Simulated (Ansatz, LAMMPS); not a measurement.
# What went wrong? glassy 68SiO2-14MgO-11ZnO-7BaO (mol %) (75 atoms)

Program: Ansatz 0.2.0. The cell: 19 Si, 4 Mg, 3 Zn, 2 Ba and 47 O.

Input file input.yaml:

```yaml
crystal:
  lattice:
    - [10.307, 0.0, 0.0]
    - [0.0, 10.307, 0.0]
    - [0.0, 0.0, 10.307]
  atoms:
    - { symbol: Si, position: [0.45678, 0.85698, 0.37421] }
    - { symbol: Si, position: [0.0285, 0.84179, 0.44479] }
    - { symbol: Si, position: [0.26302, 0.65351, 0.50935] }
    - { symbol: Si, position: [0.70997, 0.48564, 0.13608] }
    - { symbol: Si, position: [0.38211, 0.12329, 0.04015] }
    - { symbol: Si, position: [0.77841, 0.62805, 0.67505] }
    - { symbol: Si, position: [0.63374, 0.41474, 0.84128] }
    - { symbol: Si, position: [0.71419, 0.10914, 0.81809] }
    - { symbol: Si, position: [0.26071, 0.04959, 0.46488] }
    - { symbol: Si, position: [0.44455, 0.82071, 0.07613] }
    - { symbol: Si, position: [0.25376, 0.46146, 0.26648] }
    - { symbol: Si, position: [0.08385, 0.1135, 0.06955] }
    - { symbol: Si, position: [0.24304, 0.60791, 0.00237] }
    - { symbol: Si, position: [0.50728, 0.28464, 0.26796] }
    - { symbol: Si, position: [0.96539, 0.35078, 0.21437] }
    - { symbol: Si, position: [0.15995, 0.28398, 0.58901] }
    - { symbol: Si, position: [0.73051, 0.88608, 0.03857] }
    - { symbol: Si, position: [0.01434, 0.07887, 0.77167] }
    [... 51 atom lines left out ...]
    - { symbol: O, position: [0.84861, 0.79366, 0.00359] }
    - { symbol: O, position: [0.66365, 0.47941, 0.98234] }
    - { symbol: O, position: [0.06361, 0.93554, 0.75373] }
    - { symbol: O, position: [0.59971, 0.8669, 0.42996] }
    - { symbol: O, position: [0.25105, 0.56066, 0.38882] }
    - { symbol: O, position: [0.04306, 0.12458, 0.91846] }
kpoints:
  mp_grid: { grid: [1, 1, 1] }
hamiltonian:
  xc: pbe
scf:
  occupations: { method: fixed }
  eigensolver: { kind: { support_functions: { accuracy: medium, radius: 3.18 } } }
  max_iter: 150
output:
  forces: true
  eigenvalues: true
```

Run with:

```sh
$ ansatz run input.yaml --threads 4 --pin off --max-ram 8192MiB --backend cpu --events-out ev --progress --plain --runs-dir out
```

Output:

```text
Warning: scf.eigensolver.kind.support_functions: disabling space-group detection — the functions' gradient is summed over unrotated k-points, so no spatial operation reduces the k-mesh or symmetrises the density; time reversal is kept, so that k and −k are solved as one point where they differ and the mesh holds both, and exact exchange and, on two spinor components, a DFT+U term hold to it where the run has them: [...]
Warning: basis.ecutwfc = 464 eV, auto-derived: no grid that the accuracy of the support functions lays serves the files at the lower one that their records recommend; a deck with other species or settings can derive another value
settings of this run that can trade accuracy for cost: scf.eigensolver.kind.support_functions [...]
Engine: ansatz 0.2.0, aarch64-unknown-linux-gnu
Pseudopotentials: kind: paw
Pseudopotential: Si, paw, valence charge 4, recommended cutoff 420 eV (normal), Si.paw.azcp
Pseudopotential: Mg, paw, valence charge 10, recommended cutoff 420 eV (normal), Mg.paw.azcp
Pseudopotential: Zn, paw, valence charge 12, recommended cutoff 420 eV (normal), Zn.paw.azcp
Pseudopotential: Ba, paw, valence charge 10, recommended cutoff 420 eV (normal), Ba.paw.azcp
Pseudopotential: O, paw, valence charge 6, recommended cutoff 420 eV (normal), O.paw.azcp
[... 5 lines on functional and potentials left out ...]
Error: SCF: the radius of support functions is under 3.55 Å, the least for these sites at the functions' level (scf.eigensolver.kind.support_functions.accuracy). Use scf.eigensolver.kind: auto, or type scf.eigensolver.kind.support_functions.radius at least as long, [...]
```

Elapsed: 13 s, on 4 threads of Arm Neoverse N1, shared host; peak memory 0.38 GiB.

What is at fault here, and what would mend it?

A radius under the least that the level allows: support_functions.radius = 3.18.

The fix is to use a longer radius.

The run ended with an error.

[Logs are printed without paths, hosts, clocks, repeated set-up lines and the standing remarks that a program may print on its own settings, such as how far it seeks lower states.]

[Hosts, paths, dates, database ids (printed as entryN), source tags and the programs' standing remarks are cut or masked in the printed files.]
